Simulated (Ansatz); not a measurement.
# Ta2C monolayer: phonons and vibrational spectra, part 2 of 2

The cell of Ta2C monolayer is at rest. What are its phonons? After the zone centre comes a 6×6×1 q mesh on a 18×18×1 k mesh.

Ansatz 0.2.0; DFT PBEsol, scalar-relativistic, plane waves, PAW.

So far. Step 2 (Zone-centre response): Before it was imposed, the acoustic sum rule was missed by 3.0e-5 eV/Å². Small misses are needed for a sound result but don't prove that mesh and cutoff are converged. The lowest optical mode is real, 125 cm⁻¹.

## 3. Response at finite wavevector (continued)

Frequencies (cm⁻¹) solved at each irreducible wavevector; negative means imaginary. Frequencies by wavevector, by row:

```tsv
q in reciprocal lattice units	star	mode 1	mode 2	mode 3	mode 4	mode 5	mode 6	mode 7	mode 8	mode 9
0 0 0	1	0	0	0	124.6	124.6	203.8	619.5	681.5	681.5
0 0.1667 0	6	35	59.6	106.6	126.7	133.9	197.7	632.3	682.1	699
0 0.3333 0	6	95.9	119	139.5	143.5	164.9	195.3	625.6	682.8	716.6
0 -0.5 0	3	115.6	145.1	147.4	149.1	173.8	197.3	614.3	705	720.4
0.1667 0.1667 0	6	75.7	109	129.9	150.4	150.8	194.7	634.6	691.1	704.3
0.1667 0.3333 0	12	113.4	137.3	142.3	158.7	171.9	195.3	633.8	702.4	717.5
0.3333 0.3333 0	2	109.9	139.2	139.2	170.3	170.3	186.8	653.9	702.9	702.9
```

Interpolated from a 6×6×1 q mesh. Phonon branches along the path, in cm⁻¹:

```tsv
point	branch 1	branch 2	branch 3	branch 4	branch 5	branch 6	branch 7	branch 8	branch 9
Γ	0	0	0	125	125	204	620	682	682
halfway	68	90	131	134	149	196	633	678	710
M	116	145	147	149	174	197	614	705	720
halfway	118	138	146	158	174	194	635	710	712
K	110	139	139	170	170	187	654	703	703
halfway	76	109	130	150	151	195	635	691	704
Γ	0	0	0	125	125	204	620	682	682
```

The phonon branches as a text plot (rows in cm⁻¹):

```
    705 |     ***********************************************
    675 |***************                              ***********
    645 |     ******               ************************
    615 |*****      ***************                        ******
    585 |
    555 |
    525 |
    495 |
    465 |
    435 |
    405 |
    375 |
    345 |
    315 |
    285 |
    255 |
    225 |
    195 |********************************************************
    165 |           **********************************
    135 |********************************************************
    105 |     ****************************************   **
     75 |   **  ******                              *********
     45 | ********                                    **********
     15 |*******                                           ******
         Γ                   M           K                      Γ
```

Tetrahedra on a 24×24×1 mesh, mean over bins of 10 cm-1. Interpolated from a 6×6×1 q mesh. Table of phonon density of states by wavenumber; read off at these points:

```tsv
wavenumber (cm⁻¹)	phonon density of states (1/cm⁻¹/cell)
5	0.00277
35	0.00594
75	0.0109
105	0.0237
135	0.0947
145	0.0843
175	0.0403
195	0.0913
215	0
245	0
275	0
315	0
345	0
385	0
415	0
455	0
485	0
515	0
555	0
585	0
625	0.0298
635	0.0493
655	0.00263
695	0.0333
715	0.0599
725	0.00344
```

The partial phonon density of states has structure finer than the step of the table below, so its rows give means over 25 cm⁻¹, whole bins alone (the curve runs from -10 to 752 cm⁻¹). Peaks (cm⁻¹: height): C 632.2: 0.0429, 704.1: 0.0533; Ta 138.6: 0.0957, 196.1: 0.0673.

Phonopy on the run's constants, 21x21x1 mesh, Gaussian sigma 5.4 cm-1. Interpolated from a 6×6×1 q mesh. The partial phonon density of states by wavenumber; means over each step; values in 1/cm⁻¹/cell:

```tsv
wavenumber (cm⁻¹)	C	Ta
25	1.7e-4	0.00478
50	2.5e-4	0.00724
75	3.5e-4	0.0108
100	7.3e-4	0.0228
125	5.9e-4	0.0561
150	4.6e-4	0.0656
175	4.4e-4	0.0323
200	4.8e-5	0.0355
225	0	2.1e-4
250	0	0
275	0	0
300	0	0
325	0	0
350	0	0
375	0	0
400	0	0
425	0	0
450	0	0
475	0	0
500	0	0
525	0	0
550	0	0
575	0	0
600	0.00105	3.6e-5
625	0.0276	0.00106
650	0.00984	4.0e-4
675	0.0144	3.1e-4
700	0.0440	8.8e-4
725	0.0202	3.9e-4
```

Harmonic thermodynamic functions per atom, from the density of states. Interpolated from a 6×6×1 q mesh. Thermodynamic functions, by row:

```tsv
T (K)	F_vib (meV/atom)	S (J/mol-atom/K)	C_V (J/mol-atom/K)
0	59.34	0	0
100	55.86	8.873	11.93
200	41.2	18.83	16.74
300	17.71	26.21	19.65
400	-12.63	32.12	21.42
500	-48.53	37.03	22.48
600	-89.12	41.19	23.15
700	-133.7	44.79	23.58
800	-181.8	47.96	23.87
900	-233	50.79	24.08
1000	-287	53.33	24.24
```

Symmetry leaves 7 wavevectors to solve. The lowest mode among them, the acoustic zeros apart, lies at q = (0, 0.167, 0) and is real, 35.0 cm⁻¹.

## 4. Another isotope

An isotope changes the mass and not the force constants, so no new electronic calculation is needed; the shifts show which modes move this element.

The same force constants with the mass of C changed from 12.011 to 13.003 u (phonopy, no LO-TO term). Both lists are sorted by frequency; levels can cross, so a row need not hold one and the same mode. Modes under 3 cm⁻¹ are left out. Isotope shifts, by row:

```tsv
q	rank	natural mass (cm⁻¹)	changed mass (cm⁻¹)
0 0 0	4	124.6	124.6
0 0 0	5	124.6	124.6
0 0 0	6	203.8	203.8
0 0 0	7	619.5	596.1
0 0 0	8	681.5	655.9
0 0 0	9	681.5	655.9
0 0.1667 0	1	34.95	34.9
0 0.1667 0	2	59.62	59.55
0 0.1667 0	3	106.6	106.5
0 0.1667 0	4	126.7	126.7
0 0.1667 0	5	133.9	133.9
0 0.1667 0	6	197.7	197.7
0 0.1667 0	7	632.3	608.6
0 0.1667 0	8	682.1	656.2
0 0.1667 0	9	699	672.6
0 0.3333 0	1	95.93	95.79
0 0.3333 0	2	119	118.9
0 0.3333 0	3	139.5	139.5
0 0.3333 0	4	143.5	143.4
0 0.3333 0	5	164.9	164.8
0 0.3333 0	6	195.3	195.2
0 0.3333 0	7	625.6	602.1
0 0.3333 0	8	682.8	656.7
0 0.3333 0	9	716.6	689.4
0 -0.5 0	1	115.6	115.4
0 -0.5 0	2	145.1	145.1
0 -0.5 0	3	147.4	147.3
0 -0.5 0	4	149.1	149.1
0 -0.5 0	5	173.8	173.7
0 -0.5 0	6	197.3	197.3
0 -0.5 0	7	614.3	591.2
0 -0.5 0	8	705	678
0 -0.5 0	9	720.4	692.9
```

A mode of this element alone would shift by -3.89 %. The highest zone-centre frequency without the field goes from 681.5 to 655.9 cm⁻¹ (-3.8 %). The product of the frequency ratios over all optical modes at Γ is 0.891; the product rule, (m/m′)^(3k/2) (M′/M)^(3/2) with k = 1 such atoms and M the mass of the cell, gives 0.891.

## 5. Outcome

```json
{"space group (within 0.01 Å)": "P-3m1", "area per atom": "2.70 Å²", "electronic character": "no gap on this mesh", "highest optical mode at the zone centre (no LO-TO term)": "682 cm⁻¹", "lowest optical zone-centre mode": "125 cm⁻¹", "lowest mode on the q mesh (acoustic modes at Γ apart)": "35.0 cm⁻¹", "highest frequency on the path or at a solved wavevector": "720 cm⁻¹", "zero-point energy per atom": "59.3 meV", "heat capacity at 300 K": "19.6 J/(mol atoms K)", "vibrational entropy at 300 K": "26.2 J/(mol atoms K)", "imaginary modes on the 6×6×1 q mesh": "none"}
```

The structure is a minimum as far as tested: no mode is imaginary at the 7 irreducible wavevectors of the 6×6×1 mesh, and the softest away from the acoustic zeros lies at 35 cm⁻¹. The optical modes at Γ span 125 to 682 cm⁻¹. The highest mode in this list at Γ, 681.5 cm⁻¹, is mostly motion of C (97 % of the kinetic energy). On the path and the mesh, the widest gap between branches runs from 204 to 614 cm⁻¹. With no gap, or one that is small against the smearing, the frequencies hang on the k mesh and the smearing, most of all near Kohn anomalies. In a sheet or slab the interpolated bending branch near Γ is rough, since the rotational sum rule isn't imposed. Spin-orbit coupling is left out, which can matter for the heavy elements here. A phonon run warned that its eigensolver left some bands unconverged in a pass. The starting cell was built on a prototype and not taken from a measurement. These are harmonic frequencies at zero temperature: anharmonic shifts, linewidths and thermal expansion are left out.

[Logs are printed without paths, hosts, clocks, repeated set-up lines and the standing remarks that a program may print on its own settings, such as how far it seeks lower states.]

[Hosts, paths, dates, database ids (printed as entryN), source tags and the programs' standing remarks are cut or masked in the printed files.]
